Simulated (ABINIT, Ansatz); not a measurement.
# Zr (Zirconium): phonons by linear response, part 2 of 4

How does Zr (Zirconium) vibrate, and is this structure a minimum?

ABINIT 10.8.3; DFT PBE, scalar-relativistic, plane waves, PseudoDojo norm-conserving pseudopotentials.

So far. Step 3 (Relaxation): The volume changes by +0.6 % in this run and stands +0.6 % from the first cell. Step 4 (Self-consistent run for the response): The cell stands at -0.46 GPa: the relaxation ran with a smoothed and higher cutoff, and the difference is a stress of the finite basis. The relaxed cell has a = 3.232, c = 5.179 Å (conventional setting).

## 5. Zone-centre response

At q = 0 one unit cell holds all displacements. The response is solved for single atoms along the cell's directions, and symmetry skips those that follow from others. The crystal is treated as a metal, which screens a static field, so no field response is asked.

Contents of dfpt_gamma.abi:

```

# common to the responses
getwfk_filepath "gso_WFK"
kptopt 2
nqpt 1
qpt 0.0 0.0 0.0
asr 0
chneut 0

# displacements
rfphon 1
rfatpol 1 2
rfdir 1 1 1
tolvrs 1.0d-10
prtwf 0
prtpot 1

# basis, mesh and filling
ecut 29.0
ngkpt 12 12 6
nshiftk 1
shiftk 0.0 0.0 0.0
istwfk *1
occopt 7
tsmear 0.01
nband 19
nstep 100
diemac 1000000.0
prtebands 0
prtgsr 0

# cell and atoms
acell 6.108354038 6.108354038 9.786360778
rprim 
    1.0 0.0 0.0
    -0.5 0.8660254038 0.0
    0.0 0.0 1.0
ntypat 1
znucl 40
natom 2
typat 1 1
xred 
    1/3 2/3 0.25
    2/3 1/3 0.75
pp_dirpath "./pseudo"
pseudos "Zr.upf"
```

Started as:

```sh
> OMP_NUM_THREADS=1 mpirun -n 16 abinit dfpt_gamma.abi > dfpt_gamma.log
```

Numbers of over 12 decimals in the logs are rounded to 6 here.

dfpt_gamma.abo, the main output file:

```text
[banners, grids, parts of the stress and lines that vanish by symmetry left out]
- input  file    -> dfpt_gamma.abi
- output file    -> dfpt_gamma.abo
- root for input  files -> dfpt_gammai
- root for output files -> dfpt_gammao

 Symmetries : space group P6_3/m m c (#194); Bravais hP (primitive hexag.)
================================================================================
 Values of the parameters that define the memory need of the present run (RF).
     intxc =       0      iscf =       7    lmnmax =       6     lnmax =       6
     mgfft =      48  mpssoang =       3    mqgrid =    3001     natom =       2
  nloc_mem =       1    nspden =       1   nspinor =       1    nsppol =       1
      nsym =      24    n1xccc =    2501    ntypat =       1    occopt =       7
   xclevel =       2
-    mband =          19        mffmem =           1         mkmem =          28
-   mkqmem =          28        mk1mem =          28           mpw =        2406
      nfft =       43200          nkpt =         436
- my_mband =          19
================================================================================
================================================================================

--------------------------------------------------------------------------------
------------- Echo of variables that govern the present computation ------------
--------------------------------------------------------------------------------
-
- outvars: echo of selected default values
-   iomode0 =  0 , fftalg0 =312 , wfoptalg0 =  0
-
- outvars: echo of global parameters not present in the input file
-  max_nthreads =    1
-
 -outvars: echo values of preprocessed input variables
 [... echo left out ...]
================================================================================

 chkinp: Checking input parameters for consistency.

[...]
== DATASET  1 ==================================================================
-   mpi_nproc: 16, omp_nthreads: 1 (-1 if OMP is not activated)

--- !DatasetInfo
iteration_state: {dtset: 1, }
dimensions: {natom: 2, nkpt: 436, mband: 19, nsppol: 1, nspinor: 1, nspden: 1, mpw: 2406, }
cutoff_energies: {ecut:  29.0, pawecutdg:  -1.0, }
electrons: {nelect:   2.40000000E+01, charge:   0.00000000E+00, occopt:   7.00000000E+00, tsmear:   1.00000000E-02, }
meta: {optdriver: 1, rfphon: 1, }
...

 mkfilename: getwfk from: gso_WFK

 Real(R)+Recip(G) space primitive vectors, cartesian coordinates (Bohr,Bohr^-1):
 R(1)=  6.1083540  0.0000000  0.0000000  G(1)=  0.1637102  0.0945181  0.0000000
 R(2)= -3.0541770  5.2899898  0.0000000  G(2)=  0.0000000  0.1890363  0.0000000
 R(3)=  0.0000000  0.0000000  9.7863608  G(3)=  0.0000000  0.0000000  0.1021830
 Unit cell volume ucvol=  3.1622795E+02 bohr^3
 Angles (23,13,12)=  9.00000000E+01  9.00000000E+01  1.20000000E+02 degrees
 setup1 : take into account q-point for computing boxcut.

 getcut: wavevector=  0.0000  0.0000  0.0000  ngfft=  30  30  48
         ecut(hartree)=     29.000   => boxcut(ratio)=   2.02328

--- Pseudopotential description ------------------------------------------------
- pspini: atom type   1  psp file is ./pseudo/Zr.upf

   9.02339628E+02                                ecore*ucvol(ha*bohr**3)
--------------------------------------------------------------------------------

 ==>  initialize data related to q vector <==

 The list of irreducible perturbations for this q vector is:
    1)    idir= 1    ipert=   1
    2)    idir= 3    ipert=   1

[...]
The perturbation idir=   2  ipert=   1 is
 symmetric of a previously calculated perturbation.
 So, its SCF calculation is not needed.

 The perturbation idir=   1  ipert=   2 is
 symmetric of a previously calculated perturbation.
 So, its SCF calculation is not needed.

 The perturbation idir=   2  ipert=   2 is
 symmetric of a previously calculated perturbation.
 So, its SCF calculation is not needed.

 The perturbation idir=   3  ipert=   2 is
 symmetric of a previously calculated perturbation.
 So, its SCF calculation is not needed.

--------------------------------------------------------------------------------
 Perturbation wavevector (in red.coord.)   0.000000  0.000000  0.000000
 Perturbation : displacement of atom   1   along direction   1
 Found     2 symmetries that leave the perturbation invariant.

[...]
dfpt_looppert : total number of electrons, from k and k+q
  fully or partially occupied states are    2.400000E+01 and    2.400000E+01.
 Initialisation of the first-order wave-functions :
  ireadwf=   0

--- !BeginCycle
iteration_state: {dtset: 1, }
solver: {iscf: 7, nstep: 100, nline: 4, wfoptalg: 0, }
tolerances: {tolvrs: 1.00E-10, }
...

     iter   2DEtotal(Ha)        deltaE(Ha) residm    vres2
-ETOT  1  0.790538     -1.526E+03 4.152E+00 1.121E+02
 ETOT  2  0.306292     -4.842E-01 5.961E-01 3.697E+00
 ETOT  3  0.303482     -2.810E-03 7.630E-02 3.112E-01
 ETOT  4  0.303280     -2.025E-04 2.279E-01 1.106E-02
 ETOT  5  0.303273     -6.179E-06 6.907E-02 5.333E-03
[...]
At SCF step   10       vres2   =  8.63E-12 < tolvrs=  1.00E-10 =>converged.
[...]
Mean square residual over all n,k,spin=   73.008E-06; max=  22.482E-02

 Thirteen components of 2nd-order total energy (hartree) are
 1,2,3: 0th-order hamiltonian combined with 1st-order wavefunctions
     kin0=   1.14782801E+03 eigvalue=   1.20777707E+02  local=  -9.13760746E+02
 4,5,6: 1st-order hamiltonian combined with 1st and 0th-order wfs
 loc psp =  -1.52797997E+03  Hartree=   3.81198014E+02     xc=  -1.08366373E+02
 note that "loc psp" includes a xc core correction that could be resolved
 7,8,9: eventually, occupation + non-local contributions
    edocc=   1.79355512E+02     enl0=   7.19545231E+02   enl1=  -1.52517475E+03
 1-9 gives the relaxation energy (to be shifted if some occ is /=2.0)
   erelax=  -1.52657736E+03
 10,11,12 Non-relaxation  contributions : frozen-wavefunctions and Ewald
 fr.local=   7.70832902E+02 fr.nonlo=   7.62029854E+02  Ewald=   1.06600635E+01
 13,14 Frozen wf xc core corrections (1) and (2)
 frxc 1  =  -1.34215964E+02  frxc 2 =   1.17573773E+02
 Resulting in :
 2DEtotal=    0.3032720788E+00 Ha. Also 2DEtotal=    0.825245367311E+01 eV
    (2DErelax=   -1.5265773559E+03 Ha. 2DEnonrelax=    1.5268806280E+03 Ha)
    (  non-var. 2DEtotal :    3.0327100165E-01 Ha)

[...]
Perturbation wavevector (in red.coord.)   0.000000  0.000000  0.000000
 Perturbation : displacement of atom   1   along direction   3
 Found     6 symmetries that leave the perturbation invariant.

--------------------------------------------------------------------------------

--------------------------------------------------------------------------------

 dfpt_looppert : total number of electrons, from k and k+q
  fully or partially occupied states are    2.400000E+01 and    2.400000E+01.
 Initialisation of the first-order wave-functions :
  ireadwf=   0

--- !BeginCycle
iteration_state: {dtset: 1, }
solver: {iscf: 7, nstep: 100, nline: 4, wfoptalg: 0, }
tolerances: {tolvrs: 1.00E-10, }
...

     iter   2DEtotal(Ha)        deltaE(Ha) residm    vres2
-ETOT  1   17.391435904162     -4.341E+03 1.083E+01 5.945E+04
[...]
ETOT 10   3.857855      2.001E-10 3.602E-01 1.945E-10
 ETOT 11   3.857855     -1.091E-10 1.259E-01 4.704E-12

 At SCF step   11       vres2   =  4.70E-12 < tolvrs=  1.00E-10 =>converged.
[...]
Mean square residual over all n,k,spin=   11.140E-05; max=  12.590E-02

 Thirteen components of 2nd-order total energy (hartree) are
 1,2,3: 0th-order hamiltonian combined with 1st-order wavefunctions
     kin0=   3.01873834E+03 eigvalue=   3.09260134E+02  local=  -2.39149125E+03
 4,5,6: 1st-order hamiltonian combined with 1st and 0th-order wfs
 loc psp =  -4.83902013E+03  Hartree=   1.42565361E+03     xc=  -2.85441451E+02
 note that "loc psp" includes a xc core correction that could be resolved
 7,8,9: eventually, occupation + non-local contributions
    edocc=   4.36197236E+02     enl0=   1.84211224E+03   enl1=  -3.87103759E+03
 1-9 gives the relaxation energy (to be shifted if some occ is /=2.0)
   erelax=  -4.35502886E+03
 10,11,12 Non-relaxation  contributions : frozen-wavefunctions and Ewald
 fr.local=   1.97256414E+03 fr.nonlo=   1.93484014E+03  Ewald=   4.93318131E+02
 13,14 Frozen wf xc core corrections (1) and (2)
 frxc 1  =  -3.44788543E+02  frxc 2 =   3.02952853E+02
 Resulting in :
 2DEtotal=    0.3857854714E+01 Ha. Also 2DEtotal=    0.104977574707E+03 eV
    (2DErelax=   -4.3550288628E+03 Ha. 2DEnonrelax=    4.3588867175E+03 Ha)
    (  non-var. 2DEtotal :    3.8578549757E+00 Ha)

[...]
---- first-order wavefunction calculations are completed ----

 ==> Compute Derivative Database <==

 [... matrices left out ...]
  Phonon wavevector (reduced coordinates) :  0.00000  0.00000  0.00000
 Phonon energies in Hartree :
  -1.796809E-05  1.204791E-05  1.204791E-05  3.129085E-04  3.129085E-04
   6.962685E-04
 Phonon frequencies in cm-1    :
- -3.943540E+00  2.644210E+00  2.644210E+00  6.867547E+01  6.867547E+01
-  1.528133E+02

== END DATASET(S) ==============================================================
================================================================================

 -outvars: echo values of variables after computation
            acell      6.1083540380E+00  6.1083540380E+00  9.7863607780E+00 Bohr
           etotal      3.8578547141E+00
            fcart      0.0000000000E+00  0.0000000000E+00  0.0000000000E+00
           strten      0.0000000000E+00  0.0000000000E+00  0.0000000000E+00
================================================================================
```

The job ended after 32 s (16 MPI ranks of Arm Neoverse V2, shared host; 8.4 min of CPU time).

Numbers from this step:

```
largest acoustic frequency at the zone centre before the sum rule : -3.94 cm⁻¹
highest optical zone-centre mode (no LO-TO term)                  : 152.8 cm⁻¹
lowest optical zone-centre mode                                   : 68.68 cm⁻¹
```

The acoustic modes at Γ come out as far as 3.9 cm⁻¹ from zero, where they should vanish, a small numerical error.

## 6. Phonons on a q mesh

Linear response treats each wavevector of the 4×4×2 mesh in the unit cell; the first-order potentials are kept for the electron-phonon matrix elements.

Contents of dfpt_q.abi:

```
ndtset 7

# wavevectors
qpt1 0.25 0.0 0.0
qpt2 0.5 0.0 0.0
qpt3 0.25 0.25 0.0
qpt4 0.0 0.0 0.5
qpt5 0.25 0.0 0.5
qpt6 0.5 0.0 0.5
qpt7 0.25 0.25 0.5

# displacements
getwfk_filepath "gso_WFK"
getwfq_filepath "gso_WFK"
kptopt 3
nqpt 1
rfphon 1
rfatpol 1 2
rfdir 1 1 1
tolvrs 1.0d-10
prtwf 0
prtpot 1

# basis, mesh and filling
ecut 29.0
ngkpt 12 12 6
nshiftk 1
shiftk 0.0 0.0 0.0
istwfk *1
occopt 7
tsmear 0.01
nband 19
nstep 100
diemac 1000000.0
prtebands 0
prtgsr 0

# cell and atoms
acell 6.108354038 6.108354038 9.786360778
rprim 
    1.0 0.0 0.0
    -0.5 0.8660254038 0.0
    0.0 0.0 1.0
ntypat 1
znucl 40
natom 2
typat 1 1
xred 
    1/3 2/3 0.25
    2/3 1/3 0.75
pp_dirpath "./pseudo"
pseudos "Zr.upf"
```

Started as:

```sh
> OMP_NUM_THREADS=1 mpirun -n 16 abinit dfpt_q.abi > dfpt_q.log
```

dfpt_q.abo, the main output file:

```text
[banners, grids, parts of the stress and lines that vanish by symmetry left out]
- input  file    -> dfpt_q.abi
- output file    -> dfpt_q.abo
- root for input  files -> dfpt_qi
[...]
DATASET    1 : space group P6_3/m m c (#194); Bravais hP (primitive hexag.)
[...]
nfft =       43200          nkpt =         864
[...]
DATASET    2 : space group P6_3/m m c (#194); Bravais hP (primitive hexag.)
[...]
nfft =       43200          nkpt =         864
[...]
DATASET    3 : space group P6_3/m m c (#194); Bravais hP (primitive hexag.)
[...]
nfft =       43200          nkpt =         864
[...]
DATASET    4 : space group P6_3/m m c (#194); Bravais hP (primitive hexag.)
[...]
nfft =       43200          nkpt =         864
[...]
DATASET    5 : space group P6_3/m m c (#194); Bravais hP (primitive hexag.)
[...]
nfft =       43200          nkpt =         864
[...]
DATASET    6 : space group P6_3/m m c (#194); Bravais hP (primitive hexag.)
[...]
nfft =       43200          nkpt =         864
[...]
DATASET    7 : space group P6_3/m m c (#194); Bravais hP (primitive hexag.)
[...]
nfft =       43200          nkpt =         864
[...]
== DATASET  1 ==================================================================
[...]
cutoff_energies: {ecut:  29.0, pawecutdg:  -1.0, }
[...]
Perturbation : displacement of atom   1   along direction   1
[...]
-ETOT  1   32.282798698688     -1.685E+03 4.165E+00 5.586E+05
 ETOT  2   105.46012341791      7.318E+01 1.650E+01 1.901E+06
 ETOT  3   2.302840     -1.032E+02 2.583E+00 6.263E+03
 ETOT  4   2.001493     -3.013E-01 1.597E+01 4.064E+02
 ETOT  5   1.948763     -5.273E-02 7.181E+00 1.745E+01
[...]
At SCF step   15       vres2   =  1.33E-11 < tolvrs=  1.00E-10 =>converged.
[...]
Perturbation : displacement of atom   1   along direction   2
[...]
-ETOT  1   1.634613     -1.542E+03 4.182E+00 9.034E+01
[...]
At SCF step   13       vres2   =  8.57E-12 < tolvrs=  1.00E-10 =>converged.
[...]
Perturbation : displacement of atom   1   along direction   3
[...]
-ETOT  1   13.527148126355     -4.212E+03 1.078E+01 3.136E+04
[...]
At SCF step   15       vres2   =  2.97E-11 < tolvrs=  1.00E-10 =>converged.
[...]
Phonon wavevector (reduced coordinates) :  0.25000  0.00000  0.00000
 Phonon energies in Hartree :
[...]
Phonon frequencies in cm-1    :
-  5.254578E+01  5.692764E+01  1.182378E+02  1.230253E+02  1.427606E+02
-  1.535531E+02
[...]
== DATASET  2 ==================================================================
[...]
cutoff_energies: {ecut:  29.0, pawecutdg:  -1.0, }
[...]
- 40.00000  12.00000  171031                  znucl, zion, pspdat
[...]
Perturbation : displacement of atom   1   along direction   1
[...]
-ETOT  1   5.895029     -1.635E+03 4.201E+00 1.457E+04
[...]
At SCF step   14       vres2   =  6.47E-12 < tolvrs=  1.00E-10 =>converged.
[...]
Perturbation : displacement of atom   1   along direction   3
[...]
-ETOT  1   19.905536035759     -4.135E+03 1.001E+01 5.525E+04
[...]
ETOT 12   7.109959      8.549E-11 2.088E+01 4.160E-09
 ETOT 13   7.109959     -1.337E-10 1.105E+01 2.669E-11
 At SCF step   13       vres2   =  2.67E-11 < tolvrs=  1.00E-10 =>converged.
[...]
Phonon wavevector (reduced coordinates) :  0.25000  0.25000  0.50000
 Phonon energies in Hartree :
[...]
Phonon frequencies in cm-1    :
-  7.679794E+01  7.679794E+01  1.545310E+02  1.545310E+02  1.707019E+02
-  1.707019E+02
[...]
fcart7     0.0000000000E+00  0.0000000000E+00  0.0000000000E+00
       
================================================================================
```

Run time: 18 min. Hardware: 16 MPI ranks; 4.9 h of CPU time.

Read from the output:

```yaml
lowest_mode_on_the_q_mesh_acoustic_ones_at_the_zone_centre_apart: 50.43 cm⁻¹
```

Frequencies (cm⁻¹) before the sum rule at the irreducible wavevectors but Γ, which is solved apart; negative means imaginary. Frequencies by wavevector:

```tsv
q (fractions)	star	mode 1	mode 2	mode 3	mode 4	mode 5	mode 6
0.25 0 0	6	52.55	56.93	118.2	123	142.8	153.6
0.5 0 0	3	68.99	75.09	148.7	154.1	161.8	170.7
0.25 0.25 0	6	86.92	116.7	126.1	146.2	154.8	180.9
0 0 0.5	1	50.43	50.43	50.43	50.43	132.8	132.8
0.25 0 0.5	6	89.29	89.29	99.22	99.22	154.7	154.7
0.5 0 0.5	3	115	115	121.8	121.8	175	175
0.25 0.25 0.5	6	76.8	76.8	154.5	154.5	170.7	170.7
```

(Part 2 of 4 ends here.)

[Host names and launcher messages were left out of these logs when they were recorded.]

[Logs are printed without paths, hosts, clocks, repeated set-up lines and the standing remarks that a program may print on its own settings, such as how far it seeks lower states.]

[Hosts, paths, dates, database ids (printed as entryN), source tags and the programs' standing remarks are cut or masked in the printed files.]
